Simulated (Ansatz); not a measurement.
# Is Mg (Im-3m) a stable metal?, part 2 of 2

Question: is the lattice of Mg (Im-3m) stable, and if so, what are its coupling constant and resistivity?

Ansatz 0.2.0; DFT PBEsol, scalar-relativistic, plane waves, PAW.

So far. Step 2 (Relaxation): The largest force is now zero by symmetry and the largest stress component 5.9e-4 GPa, small enough for phonons. The relaxed cell has a = 3.554 Å (conventional setting).

This is not the structure that Mg takes at ambient pressure and room temperature (hexagonal, No. 194); it is a model or a phase of other conditions.

### 3. Phonons by linear response: q 2×2×2, k 6×6×6

Before any scattering is computed, the phonons show whether the structure is a minimum.

Input file input.yaml:

```yaml
crystal:
  lattice:
    - [-1.7768099096, 1.7768099096, 1.7768099096]
    - [1.7768099096, -1.7768099096, 1.7768099096]
    - [1.7768099096, 1.7768099096, -1.7768099096]
  atoms:
    - { symbol: Mg, position: [0.0, 0.0, 0.0] }
kpoints:
  mp_grid: { grid: [6, 6, 6] }
hamiltonian:
  xc: pbesol
scf:
  occupations: { method: methfessel_paxton, width: 0.2 }
output:
  eigenvalues: true
phonons:
  method: dfpt
  qmesh: [2, 2, 2]
  temperatures: { t_max: 1000, t_step: 50 }
  qpath:
    path:
      - [[0.0, 0.0, 0.0], [0.5, -0.5, 0.5], [0.0, 0.0, 0.5], [0.0, 0.0, 0.0], [0.25, 0.25, 0.25], [0.5, -0.5, 0.5]]
      - [[0.25, 0.25, 0.25], [0.0, 0.0, 0.5]]
    npoints: 10
```

Launch:

```bash
$ ansatz run input.yaml --threads 4 --pin off --max-ram 10240MiB --backend cpu --events-out ev --progress --plain --runs-dir out
```

Numbers of over 12 decimals in the logs are rounded to 6 here.

Output:

```text
[...]
Crystal: 1 atoms, lattice volume = 22.438 Å³
Basis set: ecut = 420 eV, 429 PW (Γ), exchange–correlation on 48×48×48 points (8 copies of the dense FFT grid, shifted against one another)
Bands: 9, of which v1, the nominal top of the filled ones, is band 5 counted from 1 (4 counted from 0)
Symmetry: 48 space group operations
k-points: 16 of 216
[...]
SCF iter   1: F=—  HF=-1912.030327 eV  |F-HF|=—  |Δ(HF+E_count)|=         —  Δρ=1.96e-3  dr2=3.11e-4  ethr=1.77e-3  ⟨swp⟩=4.9  Hψ=954  notcnv=0
[...]
SCF iter   7: F=-1912.029912 eV  HF=-1912.029912 eV  |F-HF|=4.55e-13  |Δ(HF+E_count)|=  2.27e-11  S|Δr|=    0.00e0  Δρ=6.42e-9  dr2=7.52e-15  ethr=1.00e-12  ⟨swp⟩=4.6  Hψ=464  notcnv=0
SCF 1 converged in 7 iterations: F = -1912.029912 eV  dr2 = 7.52e-15
[...]
NSCF: frozen V_eff on 16 k-points
WARN: eigensolver did not converge in 2 slots of this pass, the one above among them; of largest residual over every band (k=0): 1 band(s) unlocked (lowest unlocked band 8, counted from 0; max residual 3.68e-5 eV among the unlocked bands, 3.68e-5 eV over every band); of lowest unlocked band (k=0): band 8
[...]
DFPT response loops at q = (0, 0, 0) (fractional): preconditioner auto → Kerker (q_TF=auto, 2.384 Å⁻¹) (partly filled bands, converged f_vac=0.000); β = 1.00, the filter's whole step (`scf.mixing.beta` (0.50) is not read by the response loops under this deck's `scf.mixing.preconditioner`; to damp them name `kerker` or `kerker_dos`, under which they read `scf.mixing.beta`, and type it under 1.00, their step now; both keys bind the ground state too); Broyden in place of MSR1
[...]
SCF converged after 7 iterations
Stability not checked: this state was not tested for a lower state beside it, because cold or Methfessel-Paxton smearing, or corrected tetrahedra, fill the levels in a way that the test cannot read (fill_not_monotonic; see scf.lower_state_search)
Free energy (F): -1912.029912 eV
[...]
Internal energy: -1912.027958 eV  (E = F + TS)
E sigma→0 (E₀):  -1912.029424 eV
Entropy (-TS):   -0.001954 eV (-1.954 meV/atom)
Fermi energy:    6.002970 eV
[...]
--- Band table (eV; the first three rows and the last of 16) ---
[...]
--- Phonons (Γ-DFPT): 1 representative perturbation + reference (Σ response iterations 3) ---
  ASR residual: 3.385e-6 → 0.000e0 eV/Å²; symmetrization residual: 4.658e-13 eV/Å²
  ASR residual per site (eV/Å²): 3.39e-6
  Γ frequencies (cm⁻¹): 0.00 0.00 0.00
--- Phonons (arbitrary-q DFPT): 3 irreducible q on the 2×2×2 mesh ---
  q = [0.0000, 0.0000, 0.0000] (star 1, of the zone-centre solve; hermiticity 3.53e-8, symmetrization 1.34e-7): -0.00 -0.00 -0.00
  q = [0.0000, 0.0000, -0.5000] (star 6, 2 solved perturbations in 114 linear systems a pass and spin channel, the states on 68 of 216 k-point pairs; hermiticity 8.35e-13, symmetrization 9.10e-13): -29.25 185.59 262.85
  q = [-0.5000, -0.5000, -0.5000] (star 1, 1 solved perturbation on 30 of 216 k-point pairs; hermiticity 3.78e-13, symmetrization 2.26e-12): 229.88 229.88 229.88
  sum rule: each row above includes the acoustic sum rule's correction from the zone centre's row sums; it moved no ω² by more than (0.19 cm⁻¹)²
  mesh force constants: q→R imaginary residual 0.00e0; ASR residual 3.385e-6 → 0.000e0 eV/Å²; symmetrization residual 1.332e-15 eV/Å²
  interpolated dispersion: 62 rows × 3 modes
  density of states and harmonic sums: on the 24×24×24 q-mesh, interpolated from the force constants of a 2×2×2 supercell (no non-analytic term)
  largest difference from the sums on the solved wave vectors: F 2.06e-1 eV, S 3.00e-4 and C_V 9.46e-5 eV/K
  zero-point energy: 0.031121 eV/cell   skipped modes (ω ≤ 0): 20, of them read as no rigid motion or as one in doubt: 17 (2.734e-2 modes/cell left out, lowest -29.25 cm⁻¹)   left out of the sums: 9.19e-3 of the cell's modes: C_V's classical limit lies that fraction below 3 k_B per atom; for a crystal, a wire or a layer, F and S can be off by more, and a phonons.interpolated_qmesh denser along its periods is the remedy for the sampling
```

It took 1.4 s on 4 threads of Arm Neoverse V1, shared host; peak memory 0.33 GiB; 4.4 s of CPU time.

This step gave:

```yaml
share_of_imaginary_modes_in_the_plain_interpolation_between_solved_wavevectors: 0.0086
highest_frequency_solved_or_plainly_interpolated: 262.9 cm⁻¹
```

Solved on the 2×2×2 mesh alone; all other wavevectors are interpolated. The phonon branches at the labelled points (cm⁻¹):

```tsv
point	branch 1	branch 2	branch 3
Γ	0	0	0
halfway	174	174	174
H	230	230	230
halfway	161	209	247
N	-29	186	263
halfway	-21	131	186
Γ	0	0	0
halfway	103	103	218
P	195	195	195
halfway	130	232	232
H	230	230	230
jump to P	195	195	195
halfway	107	190	247
N	-29	186	263
```

The phonon branches as a text plot (rows in cm⁻¹):

```
    257 |                 *****                               ***
    245 |               **     *             *               *
    232 |          *****        *           * *     ******* *
    220 |         *   ***                  *   *  **     *
    208 |        *     * *                       *      *  *
    196 |       *         **                    *          ***
    184 |               *   ***  *        *    *       *   *  ***
    172 |     **               *
    159 |                *      * *           *  *    *
    147 |    *                           *   *              *
    135 |                 *      *                *  *
    123 |                          *        *                *
    111 |   *                     *     *          **
     99 |                                  *
     86 |                          **     *                   *
     74 |  *
     62 |                  *        *    *
     50 |                              *
     38 | *                          *  *                      *
     25 |                   *        * *
     13 |
      1 |*                           **
    -11 |                          **
    -23 |                    ******                             *
         Γ           H       N        Γ         P        H|P    N
```

Lowest modes at the softest wavevector of the mesh. Modes at q = (0.500, 0.000, 0.000) (negative means imaginary):

```tsv
mode	frequency (cm⁻¹)
1	-29.3
2	185.6
3	262.9
```

Displacements in mode 1 (-29.3 cm⁻¹), the largest set to 1, in the home cell:
```
Mg1  0.00 -1.00  1.00
```

Displacements in mode 3 (262.9 cm⁻¹), the largest set to 1, in the home cell:
```
Mg1 0.00 1.00 1.00
```

Among the solved wavevectors the lowest mode, translations apart, is -29.3 cm⁻¹, imaginary.

### 4. Phonons: q 3×3×3, k 9×9×9

An imaginary mode on so few k-points may come from the sampling, so the phonons are repeated with another q and k mesh.

input.yaml, as its differences from that of step 3:

```diff
@@ -8,3 +8,3 @@
 kpoints:
-  mp_grid: { grid: [6, 6, 6] }
+  mp_grid: { grid: [9, 9, 9] }
 hamiltonian:
@@ -17,3 +17,3 @@
   method: dfpt
-  qmesh: [2, 2, 2]
+  qmesh: [3, 3, 3]
   temperatures: { t_max: 1000, t_step: 50 }
```

Output:

```text
[...]
Crystal: 1 atoms, lattice volume = 22.438 Å³
Basis set: ecut = 420 eV, 429 PW (Γ), exchange–correlation on 48×48×48 points (8 copies of the dense FFT grid, shifted against one another)
Bands: 9, of which v1, the nominal top of the filled ones, is band 5 counted from 1 (4 counted from 0)
Symmetry: 48 space group operations
k-points: 35 of 729
[...]
SCF iter   1: F=—  HF=-1912.013716 eV  |F-HF|=—  |Δ(HF+E_count)|=         —  Δρ=1.96e-3  dr2=3.13e-4  ethr=1.77e-3  ⟨swp⟩=4.9  Hψ=2097  notcnv=0
[...]
SCF iter   6: F=-1912.013292 eV  HF=-1912.013292 eV  |F-HF|=1.16e-11  |Δ(HF+E_count)|=  3.15e-10  S|Δr|=    0.00e0  Δρ=2.34e-7  dr2=5.02e-12  ethr=1.00e-12  ⟨swp⟩=5.5  Hψ=1254  notcnv=0
SCF 1 converged in 6 iterations: F = -1912.013292 eV  dr2 = 5.02e-12
[...]
SCF converged after 6 iterations
[...]
Free energy (F): -1912.013292 eV
[...]
Internal energy: -1912.015093 eV  (E = F + TS)
E sigma→0 (E₀):  -1912.013742 eV
Entropy (-TS):   0.001801 eV (1.801 meV/atom)
Fermi energy:    5.920075 eV
[...]
--- Band table (eV; the first three rows and the last of 35) ---
[...]
ASR residual: 2.188e-4 → 0.000e0 eV/Å²; symmetrization residual: 8.993e-13 eV/Å²
  ASR residual per site (eV/Å²): 2.19e-4
  Γ frequencies (cm⁻¹): 0.00 0.00 0.00
--- Phonons (arbitrary-q DFPT): 4 irreducible q on the 3×3×3 mesh ---
[...]
interpolated dispersion: 62 rows × 3 modes
[...]
```

Elapsed: 6.4 s, on 4 threads; peak memory 0.44 GiB.

Numbers from this step:

```
share of imaginary modes in the plain interpolation between solved wavevectors : 0.0147
highest frequency, solved or plainly interpolated                              : 251 cm⁻¹
```

Solved on the 3×3×3 mesh alone; all other wavevectors are interpolated. Phonon branches along the path, in cm⁻¹:

```tsv
point	branch 1	branch 2	branch 3
Γ	0	0	0
halfway	175	175	196
H	234	234	234
halfway	178	211	243
N	-37	187	251
halfway	-22	131	191
Γ	0	0	0
halfway	87	87	221
P	158	158	158
halfway	151	223	223
H	234	234	234
jump to P	158	158	158
halfway	71	173	225
N	-37	187	251
```

The phonon branches as a text plot (rows in cm⁻¹):

```
    245 |               ********                               **
    233 |         ******        *           **        *****   *
    221 |        **   ***                  *         *  *
    209 |       **       **                   *    **        *
    197 |     ***       *  *     *        *            *    *
    185 |                   ***                *  *            **
    173 |    ***         *     *                 *    *    * **
    161 |                       * *      *      *          **
    149 |    *            *                          *
    137 |   *                    *             *           *
    125 |                          *          *  *  *
    113 |   *                     *     *    *              *
    101 |                                   *     **
     89 |  *                       **      *                 *
     77 |  *               *              *
     65 |
     53 | *                         *  * *                    *
     41 | *                          *  *
     29 |                            *
     17 |                   *          *
      5 |*                            *
     -7 |                          ***
    -19 |                        **                            *
    -31 |                    ****                               *
         Γ           H       N        Γ         P        H|P    N
```

Lowest modes at the softest wavevector of the mesh. Modes at q = (0.000, -0.333, 0.333) (negative means imaginary):

```tsv
mode	frequency (cm⁻¹)
1	-29.9
2	161.3
3	225.9
```

Displacements in mode 1 (-29.9 cm⁻¹), the largest set to 1, in the home cell:
```
Mg1 0.00 1.00 1.00
```

Displacements in mode 2 (161.3 cm⁻¹), the largest set to 1, in the home cell:
```
Mg1 1.00 0.00 0.00
```

The modes, Mg has structure finer than the step of the table below, so its rows give means over 10 cm⁻¹, whole bins alone (the curve runs from -47.3 to 268 cm⁻¹). Peaks (cm⁻¹: height): 95.5: 0.0162, 111.4: 0.0135, 157.0: 0.0166, 182.8: 0.0209, 234.4: 0.0451.

Phonopy on the run's constants, 21x21x21 mesh, Gaussian sigma 2.3 cm⁻¹. Modes, Mg against wavenumber; means over each step:

```tsv
wavenumber (cm⁻¹)	modes, Mg (1/cm⁻¹/cell)
-40	2.3e-4
-30	0.00113
-20	0.00180
-10	0.00110
0	1.8e-4
10	6.8e-4
20	0.00244
30	0.00334
40	0.00515
50	0.00535
60	0.00749
70	0.00724
80	0.00963
90	0.00994
100	0.00981
110	0.0103
120	0.00851
130	0.00868
140	0.0111
150	0.0102
160	0.0130
170	0.0173
180	0.0185
190	0.0183
200	0.0158
210	0.0160
220	0.0180
230	0.0320
240	0.0305
250	0.00638
260	3.2e-5
```

Among the solved wavevectors the lowest mode, translations apart, is -29.9 cm⁻¹, imaginary.

### 5. Results

- phonon run of the rows without a label of their own: PBEsol, q 3×3×3, k 9×9×9
- softest mode on the q mesh: -29.9 cm⁻¹ at q = (0, -0.333, 0.333)
- highest frequency, solved or plainly interpolated: 251 cm⁻¹

The lattice is dynamically unstable at this level: a mode at q = (0, -0.333, 0.333) is imaginary, 29.9i cm⁻¹, so no harmonic coupling constant or resistivity is defined for this structure. These meshes are coarse, and single modes of a metal can move by tens of cm⁻¹ with the k mesh. The coarser mesh found an imaginary mode at another wavevector, which this mesh lacks.

[Logs are printed without paths, hosts, clocks, repeated set-up lines and the standing remarks that a program may print on its own settings, such as how far it seeks lower states.]

[Hosts, paths, dates, database ids (printed as entryN), source tags and the programs' standing remarks are cut or masked in the printed files.]
